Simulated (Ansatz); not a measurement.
# Decaying states in the gap of Ca2CdMoO6, part 2 of 3

A new crystal, Ca2CdMoO6: structure, gap and complex bands. It is built by putting Ca for Ba in the Ba2CdMoO6 structure of space group Fm-3m, with the volume rescaled by atomic radii. The parent structure comes from the Materials Project.

Ansatz 0.2.0; PBE DFT, plane waves, PAW files (the session's first sound run).

So far, gap on the k-mesh (eV): step 3 (band edges) 2.09.

The structure was built from a prototype and need not be the compound's stable phase.

### Step 4. Decaying states in the gap

This step: PBE DFT, plane waves, PAW files; complex bands by layer matching along the plane's normal (Ansatz 0.2.0).

The same crystal is laid in a cell whose first two vectors span the (111) plane (indices of the standard conventional cell, whose axes can be ordered otherwise than in the bulk input). At fixed energy and wavevector in the plane the solver finds all kz, real and complex. A few wavevectors are listed, (0, 0), (-0.5, 0) and (0.5, 0) (two of them one point) in units of the plane's reciprocal vectors; the slowest state needn't be among them.

Input file input.yaml:

```yaml
crystal:
  lattice:
    - [5.798321125, 0.0, 0.0]
    - [2.899160562, 5.021493393, 0.0]
    - [2.899160562, 1.673831131, 4.734309373]
  atoms:
    - { symbol: Ca, position: [0.75, 0.75, 0.75] }
    - { symbol: Ca, position: [0.25, 0.25, 0.25] }
    - { symbol: Cd, position: [0.5, 0.5, 0.5] }
    - { symbol: Mo, position: [0.0, 0.0, 0.0] }
    - { symbol: O, position: [0.7674856043, 0.7674856043, 0.2325143957] }
    - { symbol: O, position: [0.2325143957, 0.2325143957, 0.7674856043] }
    - { symbol: O, position: [0.2325143957, 0.7674856043, 0.2325143957] }
    - { symbol: O, position: [0.7674856043, 0.2325143957, 0.7674856043] }
    - { symbol: O, position: [0.7674856043, 0.2325143957, 0.2325143957] }
    - { symbol: O, position: [0.2325143957, 0.7674856043, 0.7674856043] }
kpoints:
  mp_grid: { grid: [6, 6, 6] }
scf:
  occupations: { method: fixed }
hamiltonian:
  xc: pbe
output:
  eigenvalues: true
  transmission:
    leads: [[0, 0]]
    kpoints: [[0.0, 0.0], [-0.5, 0.0], [0.5, 0.0]]
    e_range: [-1.0, 3.09]
    de: 0.1
```

Command:

```sh
$ ansatz run input.yaml --threads 2 --pin off --max-ram 4096MiB --backend cpu --events-out ev --progress --plain --runs-dir out
```

Numbers of over 12 decimals in the logs are rounded to 6 here.

Log:

```text
[...]
Crystal: 10 atoms, lattice volume = 137.845 Å³
Basis set: ecut = 420 eV, 2733 PW (Γ)
Bands: 55, of which v1, the nominal top of the filled ones, is band 45 counted from 1 (44 counted from 0)
Symmetry: 48 space group operations
[...]
k-points: 16 of 216
[...]
SCF iter   1: F=—  HF=-20254.554151 eV  |F-HF|=—  |Δ(HF+E_count)|=         —  Δρ=2.09e-3  dr2=9.63e-3  ethr=1.77e-3  ⟨swp⟩=5.1  Hψ=2882  notcnv=0  defer=109
[...]
SCF iter   7: F=-20254.558883 eV  HF=-20254.558883 eV  |F-HF|=1.86e-9  |Δ(HF+E_count)|=   3.28e-9  Δρ=2.46e-6  dr2=8.14e-9  ethr=1.11e-10  ⟨swp⟩=12.9  Hψ=3691  notcnv=0
SCF 1 converged in 7 iterations: F = -20254.558883 eV  dr2 = 8.14e-9
[...]
transmission: 9 of 27 steps passed
transmission: 18 of 27 steps passed
transmission: 27 of 27 steps passed
SCF converged after 7 iterations
Free energy (F): -20254.558883 eV
[...]
Internal energy: -20254.558883 eV  (E = F + TS)
E sigma→0 (E₀):  -20254.558883 eV
Fermi energy:    8.735817 eV
[...]
--- Band table (eV; the first three rows and the last of 16) ---
  k-point 0: bands = [... 41 lower, 7.6923, 8.4208, 8.4208, 8.4208, 11.0445, 11.0445, 11.0445, 12.2578, ... 6 higher]
  k-point 1: bands = [... 41 lower, 7.9483, 8.2883, 8.2883, 8.3575, 11.0263, 11.1051, 11.1051, 12.6585, ... 6 higher]
  k-point 2: bands = [... 41 lower, 7.9371, 8.2028, 8.4969, 8.4969, 10.9613, 11.1763, 11.1763, 13.3511, ... 6 higher]
  k-point 15: bands = [... 41 lower, 7.7947, 7.8635, 7.9088, 8.1897, 10.9843, 11.4257, 11.7110, 13.2133, ... 6 higher]
--- Transmission ---
  basis      : 253 plane waves across, 9 finite elements along
  points     : 3, as listed
  energies   : 41 from -1.000000 to 3.000000 eV about the Fermi level, 0.100000 eV apart; the leads are filled to 1.044465 eV, and channels, transmission and decay are at 1.000000 eV
  crystal 0  : Ca2O6Mo1Cd1, at the sites [0, 0], period 4.7343 Å: whole cells are its period
    offset         : up to 0.0000 Å between an atom of the period and one for which it stands
    channels       : 0.000000e0 a spin
    conductance    : none, the energies end too early or step too widely for 300 K: set another output.transmission.e_range or a lower de, or, where they end at an eighth of basis.ecutwfc, a higher one
    slowest decay  : 0.2978 /Å at (-0.5000, 0.0000)
```

The job ended after 61 s (2 threads of Arm Neoverse V2, shared host; peak memory 0.8 GiB; 96 s of CPU time).

Numbers from this step:

| Item | Value |
| --- | --- |
| level to which the leads are filled | 1.044 eV from the Fermi level |
| decay constant at the filling level, zone centre | 0.3412 Å⁻¹ |
| decay constant at the filling level, slowest listed point | 0.2978 Å⁻¹ |

K parallel (0, 0); values up to 1.5 1/Å, a degenerate pair printed once or twice; energies at which all values exceed this have no row. Im kz of the slowest decaying states against energy, zero at the highest filled level on the SCF mesh:

```csv
energy (eV),decay 1 (Å⁻¹),decay 2 (Å⁻¹),decay 3 (Å⁻¹),decay 4 (Å⁻¹)
-1.00,0.0556,0.0736,0.161,0.295
-0.80,0.167,0.184,0.345,0.592
-0.60,0.0437,0.218,0.378,0.600
-0.40,0.254,0.401,0.607,0.728
-0.20,0.186,0.280,0.282,0.418
0.00,0.0124,0.292,0.301,0.429
0.20,0.187,0.316,0.356,0.437
0.40,0.257,0.328,0.402,0.440
0.60,0.306,0.335,0.439,0.634
0.80,0.340,0.344,0.442,0.459
1.00,0.341,0.374,0.435,0.481
1.20,0.340,0.399,0.425,0.497
1.40,0.335,0.411,0.419,0.509
1.60,0.327,0.392,0.434,0.517
1.80,0.315,0.363,0.445,0.522
2.00,0.296,0.318,0.407,0.449
2.20,0.224,0.259,0.441,0.524
2.40,0.262,0.386,0.520,0.588
2.60,0.340,0.417,0.515,0.571
2.80,0.283,0.453,0.506,0.553
3.00,0.234,0.495,0.517,0.533
```

K parallel (-0.5, 0); values up to 1.5 1/Å, a degenerate pair printed once or twice; energies at which all values exceed this have no row. Table of Im kz of the slowest decaying states by energy, zero at the highest filled level on the SCF mesh:

```csv
energy (eV),decay 1 (Å⁻¹),decay 2 (Å⁻¹),decay 3 (Å⁻¹),decay 4 (Å⁻¹)
-1.00,0.0354,0.138,0.141,0.205
-0.80,0.120,0.290,0.301,0.377
-0.60,0.215,0.305,0.327,0.464
-0.40,0.325,0.369,0.489,0.550
-0.20,0.319,0.342,0.394,0.444
0.00,0.0115,0.0119,0.356,0.412
0.20,0.167,0.172,0.367,0.426
0.40,0.225,0.235,0.375,0.438
0.60,0.262,0.278,0.381,0.446
0.80,0.285,0.309,0.383,0.453
1.00,0.298,0.330,0.383,0.459
1.20,0.301,0.343,0.379,0.464
1.40,0.295,0.346,0.370,0.471
1.60,0.279,0.339,0.352,0.478
1.80,0.248,0.313,0.322,0.485
2.00,0.192,0.206,0.289,0.493
2.20,0.235,0.451,0.501,0.603
2.40,0.118,0.121,0.416,0.508
2.60,0.315,0.391,0.513,0.572
2.80,0.369,0.437,0.519,0.523
3.00,0.0769,0.0945,0.345,0.493
```

K parallel (0.5, 0); values up to 1.5 1/Å, a degenerate pair printed once or twice; energies at which all values exceed this have no row. Table of Im kz of the slowest decaying states by energy, zero at the highest filled level on the SCF mesh:

```csv
energy (eV),decay 1 (Å⁻¹),decay 2 (Å⁻¹),decay 3 (Å⁻¹),decay 4 (Å⁻¹)
-1.00,0.0354,0.138,0.141,0.205
-0.70,0.137,0.297,0.310,0.449
-0.40,0.325,0.369,0.489,0.550
-0.10,0.350,0.389,0.403,0.472
0.00,0.0115,0.0119,0.356,0.412
0.10,0.121,0.124,0.362,0.419
0.40,0.225,0.235,0.375,0.438
0.70,0.275,0.295,0.382,0.450
1.00,0.298,0.330,0.383,0.459
1.30,0.299,0.346,0.375,0.467
1.60,0.279,0.339,0.352,0.478
1.90,0.224,0.275,0.308,0.489
2.10,0.141,0.266,0.476,0.497
2.40,0.118,0.121,0.416,0.508
2.70,0.380,0.380,0.516,0.552
3.00,0.0769,0.0945,0.345,0.493
```

At the listed wavevectors the last open channel is at -0.10 eV and the next at +2.10 eV on the grid. At +1.00 eV, the grid energy nearest the filling level (the middle of the gap on the SCF mesh), the slowest state at the listed wavevectors decays with κ = 0.298 Å⁻¹, its amplitude falling by e over 3.4 Å. Through 1 nm of this crystal that state's transmission falls by exp(−2 × 0.298 Å⁻¹ × 10 Å) = 0.0026.

### Step 5. Band edges at another level

This step: PBEsol DFT, plane waves, PAW files (Ansatz 0.2.0).

The edges again with PBEsol, at the same atoms.

Input file input.yaml:

```yaml
crystal:
  lattice:
    - [0.0, 4.1000321868, 4.1000321868]
    - [4.1000321868, 0.0, 4.1000321868]
    - [4.1000321868, 4.1000321868, 0.0]
  atoms:
    - { symbol: Ca, position: [0.25, 0.25, 0.25] }
    - { symbol: Ca, position: [0.75, 0.75, 0.75] }
    - { symbol: Cd, position: [0.5, 0.5, 0.5] }
    - { symbol: Mo, position: [0.0, 0.0, 0.0] }
    - { symbol: O, position: [0.7674856043, 0.2325143957, 0.2325143957] }
    - { symbol: O, position: [0.2325143957, 0.7674856043, 0.7674856043] }
    - { symbol: O, position: [0.2325143957, 0.7674856043, 0.2325143957] }
    - { symbol: O, position: [0.7674856043, 0.2325143957, 0.7674856043] }
    - { symbol: O, position: [0.2325143957, 0.2325143957, 0.7674856043] }
    - { symbol: O, position: [0.7674856043, 0.7674856043, 0.2325143957] }
kpoints:
  mp_grid: { grid: [6, 6, 6] }
  band_path: { path: [VBM, CBM], npoints: 30 }
scf:
  occupations: { method: fixed }
hamiltonian:
  xc: pbesol
output:
  eigenvalues: true
```

Log:

```text
[...]
Crystal: 10 atoms, lattice volume = 137.845 Å³
Basis set: ecut = 420 eV, 2733 PW (Γ)
Bands: 55, of which v1, the nominal top of the filled ones, is band 45 counted from 1 (44 counted from 0)
Symmetry: 48 space group operations
[...]
k-points: 16 of 216
[...]
SCF iter   1: F=—  HF=-20039.930030 eV  |F-HF|=—  |Δ(HF+E_count)|=         —  Δρ=1.41e-2  dr2=2.28e-1  ethr=1.77e-3  ⟨swp⟩=5.3  Hψ=3153  notcnv=0  defer=110
[...]
SCF iter   8: F=-20039.871937 eV  HF=-20039.871937 eV  |F-HF|=5.38e-10  |Δ(HF+E_count)|=   1.17e-7  Δρ=1.91e-6  dr2=7.63e-9  ethr=1.11e-10  ⟨swp⟩=11.9  Hψ=3502  notcnv=0
SCF 1 converged in 8 iterations: F = -20039.871937 eV  dr2 = 7.63e-9
[...]
SCF converged after 8 iterations
Free energy (F): -20039.871937 eV
[...]
Internal energy: -20039.871937 eV  (E = F + TS)
E sigma→0 (E₀):  -20039.871937 eV
Fermi energy:    8.604538 eV
[...]
--- Band table (eV; the first three rows and the last of 16) ---
  k-point 0: bands = [... 41 lower, 7.5421, 8.2874, 8.2874, 8.2874, 10.8775, 10.8775, 10.8775, 11.9929, ... 6 higher]
  k-point 1: bands = [... 41 lower, 7.8046, 8.1522, 8.1522, 8.2231, 10.8570, 10.9399, 10.9399, 12.4024, ... 6 higher]
  k-point 2: bands = [... 41 lower, 7.7944, 8.0657, 8.3625, 8.3625, 10.7856, 11.0125, 11.0125, 13.1815, ... 6 higher]
  k-point 15: bands = [... 41 lower, 7.6550, 7.7216, 7.7684, 8.0527, 10.8174, 11.2729, 11.5682, 13.0345, ... 6 higher]
```

Run time: 9.2 s. Hardware: 2 threads; peak memory 0.44 GiB.

Numbers from this step:

```yaml
free_energy: -20039.8719 eV
fermi_energy: 8.605 eV
gap_on_the_k_mesh: 2.048 eV
gap_on_path: 2.048 eV, by band count; negative where bands overlap
direct_gap_on_path: 2.141 eV
```

The electronic bands at the labelled points (eV, zero at the Fermi level (highest filled level under fixed occupations); v1 is the highest filled band, c1 the lowest empty one):

```csv
point,v4,v3,v2,v1,c1,c2,c3,c4
VBM,-1.00,-0.65,0.00,0.00,2.14,2.43,2.43,4.91
halfway,-0.89,-0.60,-0.60,-0.53,2.19,2.64,2.73,4.63
CBM,-1.21,-0.95,-0.95,-0.39,2.05,2.97,2.97,4.05
```

The searched edges give 2.05 eV, as on the mesh.

### Step 6. Complex bands at another level

This step: PBEsol DFT, plane waves, PAW files; complex bands by layer matching along the plane's normal (Ansatz 0.2.0).

The complex bands at that level, over its own gap, at (0, 0) and (-0.5, 0).

Input file input.yaml:

```yaml
crystal:
  lattice:
    - [5.798321125, 0.0, 0.0]
    - [2.899160562, 5.021493393, 0.0]
    - [2.899160562, 1.673831131, 4.734309373]
  atoms:
    - { symbol: Ca, position: [0.75, 0.75, 0.75] }
    - { symbol: Ca, position: [0.25, 0.25, 0.25] }
    - { symbol: Cd, position: [0.5, 0.5, 0.5] }
    - { symbol: Mo, position: [0.0, 0.0, 0.0] }
    - { symbol: O, position: [0.7674856043, 0.7674856043, 0.2325143957] }
    - { symbol: O, position: [0.2325143957, 0.2325143957, 0.7674856043] }
    - { symbol: O, position: [0.2325143957, 0.7674856043, 0.2325143957] }
    - { symbol: O, position: [0.7674856043, 0.2325143957, 0.7674856043] }
    - { symbol: O, position: [0.7674856043, 0.2325143957, 0.2325143957] }
    - { symbol: O, position: [0.2325143957, 0.7674856043, 0.7674856043] }
kpoints:
  mp_grid: { grid: [6, 6, 6] }
scf:
  occupations: { method: fixed }
hamiltonian:
  xc: pbesol
output:
  eigenvalues: true
  transmission:
    leads: [[0, 0]]
    kpoints: [[0.0, 0.0], [-0.5, 0.0]]
    e_range: [-1.0, 3.05]
    de: 0.1
```

Log:

```text
[...]
Crystal: 10 atoms, lattice volume = 137.845 Å³
Basis set: ecut = 420 eV, 2733 PW (Γ)
Bands: 55, of which v1, the nominal top of the filled ones, is band 45 counted from 1 (44 counted from 0)
Symmetry: 48 space group operations
[...]
k-points: 16 of 216
[...]
SCF iter   1: F=—  HF=-20039.930389 eV  |F-HF|=—  |Δ(HF+E_count)|=         —  Δρ=1.42e-2  dr2=2.28e-1  ethr=1.77e-3  ⟨swp⟩=5.2  Hψ=3082  notcnv=0  defer=108
[...]
SCF iter   8: F=-20039.871937 eV  HF=-20039.871937 eV  |F-HF|=5.78e-10  |Δ(HF+E_count)|=   1.19e-7  Δρ=1.93e-6  dr2=7.76e-9  ethr=1.11e-10  ⟨swp⟩=11.8  Hψ=3465  notcnv=0
SCF 1 converged in 8 iterations: F = -20039.871937 eV  dr2 = 7.76e-9
[...]
transmission: 9 of 18 steps passed
transmission: 18 of 18 steps passed
SCF converged after 8 iterations
Free energy (F): -20039.871937 eV
[...]
Internal energy: -20039.871937 eV  (E = F + TS)
E sigma→0 (E₀):  -20039.871937 eV
Fermi energy:    8.604538 eV
[...]
--- Band table (eV; the first three rows and the last of 16) ---
  k-point 0: bands = [... 41 lower, 7.5421, 8.2874, 8.2874, 8.2874, 10.8775, 10.8775, 10.8775, 11.9929, ... 6 higher]
  k-point 1: bands = [... 41 lower, 7.8046, 8.1522, 8.1522, 8.2231, 10.8570, 10.9399, 10.9399, 12.4024, ... 6 higher]
  k-point 2: bands = [... 41 lower, 7.7944, 8.0657, 8.3625, 8.3625, 10.7856, 11.0125, 11.0125, 13.1815, ... 6 higher]
  k-point 15: bands = [... 41 lower, 7.6550, 7.7216, 7.7684, 8.0527, 10.8174, 11.2729, 11.5682, 13.0345, ... 6 higher]
--- Transmission ---
  basis      : 253 plane waves across, 9 finite elements along
  points     : 2, as listed
[...]
channels       : 0.000000e0 a spin
[...]
slowest decay  : 0.2910 /Å at (-0.5000, 0.0000)
```

Wall time 42 s (2 threads); peak memory 0.81 GiB; 67 s of CPU time.

Numbers from this step:

```
level to which the leads are filled                       : 1.024 eV from the Fermi level
decay constant at the filling level, zone centre          : 0.3340 Å⁻¹
decay constant at the filling level, slowest listed point : 0.291 Å⁻¹
```

K parallel (0, 0); values up to 1.5 1/Å, a degenerate pair printed once or twice; energies at which all values exceed this have no row. Table of Im kz of the slowest decaying states by energy, zero at the highest filled level on the SCF mesh:

```csv
energy (eV),decay 1 (Å⁻¹),decay 2 (Å⁻¹),decay 3 (Å⁻¹),decay 4 (Å⁻¹)
-1.00,0.00841,0.0865,0.167,0.298
-0.80,0.171,0.181,0.344,0.589
-0.70,0.121,0.197,0.362,0.593
-0.50,0.237,0.388,0.600,0.725
-0.40,0.253,0.399,0.603,0.722
-0.20,0.186,0.278,0.282,0.414
0.00,0.0128,0.290,0.298,0.425
0.10,0.134,0.306,0.325,0.429
0.30,0.225,0.318,0.378,0.434
0.40,0.255,0.323,0.399,0.435
0.60,0.304,0.330,0.434,0.630
0.80,0.333,0.342,0.435,0.456
0.90,0.334,0.358,0.432,0.468
1.10,0.333,0.385,0.424,0.486
1.20,0.332,0.397,0.418,0.493
1.40,0.326,0.404,0.416,0.505
1.60,0.317,0.383,0.431,0.513
1.70,0.311,0.370,0.437,0.516
1.90,0.294,0.332,0.437,0.444
2.00,0.283,0.303,0.353,0.444
2.20,0.189,0.237,0.433,0.519
2.40,0.274,0.350,0.516,0.582
2.50,0.312,0.348,0.514,0.574
2.70,0.281,0.414,0.507,0.521
2.80,0.251,0.459,0.502,0.547
3.00,0.201,0.491,0.514,0.528
```

K parallel (-0.5, 0); values up to 1.5 1/Å, a degenerate pair printed once or twice; energies at which all values exceed this have no row. The Im kz of the slowest decaying states by energy, zero at the highest filled level on the SCF mesh:

```csv
energy (eV),decay 1 (Å⁻¹),decay 2 (Å⁻¹),decay 3 (Å⁻¹),decay 4 (Å⁻¹)
-1.00,0.00623,0.0224,0.140,0.191
-0.80,0.127,0.290,0.300,0.382
-0.70,0.133,0.297,0.309,0.447
-0.50,0.315,0.334,0.472,0.523
-0.40,0.324,0.369,0.484,0.546
-0.20,0.318,0.341,0.390,0.446
0.00,0.0117,0.0123,0.354,0.407
0.10,0.119,0.123,0.360,0.415
0.30,0.197,0.205,0.369,0.427
0.40,0.222,0.233,0.372,0.432
0.60,0.257,0.276,0.377,0.441
0.80,0.280,0.306,0.379,0.448
0.90,0.287,0.318,0.379,0.451
1.10,0.293,0.334,0.376,0.456
1.20,0.293,0.338,0.373,0.459
1.40,0.285,0.340,0.362,0.466
1.60,0.266,0.332,0.341,0.473
1.70,0.251,0.323,0.324,0.478
1.90,0.205,0.249,0.297,0.486
2.00,0.155,0.167,0.278,0.490
2.20,0.218,0.439,0.497,0.601
2.40,0.0789,0.104,0.407,0.504
2.50,0.254,0.394,0.507,0.581
2.70,0.371,0.403,0.513,0.540
2.80,0.359,0.483,0.515,0.574
3.00,0.0936,0.115,0.335,0.495
```

At the listed wavevectors the last open channel is at -0.10 eV and the next at +2.10 eV on the grid. At +1.00 eV, the grid energy nearest the filling level (the middle of the gap on the SCF mesh), the slowest state at the listed wavevectors decays with κ = 0.291 Å⁻¹, its amplitude falling by e over 3.4 Å; the first such run, plane (111), gave 0.298 Å⁻¹ over as many of its listed wavevectors.

(Continued in part 3 of 3.)

[Logs are printed without paths, hosts, clocks, repeated set-up lines and the standing remarks that a program may print on its own settings, such as how far it seeks lower states.]

[Hosts, paths, dates, database ids (printed as entryN), source tags and the programs' standing remarks are cut or masked in the printed files.]
